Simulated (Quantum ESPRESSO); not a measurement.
# Calculated records

### CrB2: energy against a fixed spin moment

Symmetry: P6/mmm, No. 191, hexagonal system. The conventional cell has a = 2.970 Å, b = 2.970 Å, c = 3.070 Å, α = 90.00°, β = 90.00°, γ = 120.00°. Cr has 12 B at 2.30 Å nearest. Nearest to B lie 3 B at 1.71 Å and 6 Cr at 2.30 Å. Farther neighbours are not listed.

```yaml
method: PBEsol; plane waves with GBRV 1.5 PBEsol potentials, no spin-orbit coupling (and 1 further level or step)
program: Quantum ESPRESSO 7.5
settings_of_one_run: GBRV 1.5 PBEsol, potential files Cr: cr_pbesol_v1.5.uspp.F.UPF, B: b_pbesol_v1.4.uspp.F.UPF, cutoff 544.23 eV, 10×10×10 k-mesh, 18 bands, fermi-dirac occupations, smearing width 0.05 eV, collinear spin, SCF threshold 6.00e-9, starting moments 2.5 0 0 μB
cost: 8 runs, 2.8 min in all on 2 MPI ranks of Arm Neoverse V1, shared host (the runs of this entry)
notes: The run is spin-polarised, with a total moment of 1.23 μB a cell (absolute 1.33). The cell holds one seeded atom, so opposed orders, which may lie lower, cannot form in it.
moment_of_the_free_run: 1.23 μB a cell
energy_at_zero_total_moment: 56.7 meV a cell over the lowest
delta_e_delta_m2_from_the_lowest_point_to_1p53_and_to_0p92_mu_b: 135 and 68 meV/μB²
```

At zero total moment the site moments vanish, so the 57 meV a cell is the energy of forming them. The points show one minimum alone.

[Logs and program files are shortened in this print: banners, set-up blocks, solver, clock and traceback lines can be left out without a mark of their own.]

[Logs are printed without paths, hosts, clocks, repeated set-up lines and the standing remarks that a program may print on its own settings, such as how far it seeks lower states.]

[Hosts, paths, dates, database ids (printed as entryN), source tags and the programs' standing remarks are cut or masked in the printed files.]

[Where a cell is said to come from a database of computed structures, the database is the Materials Project.]
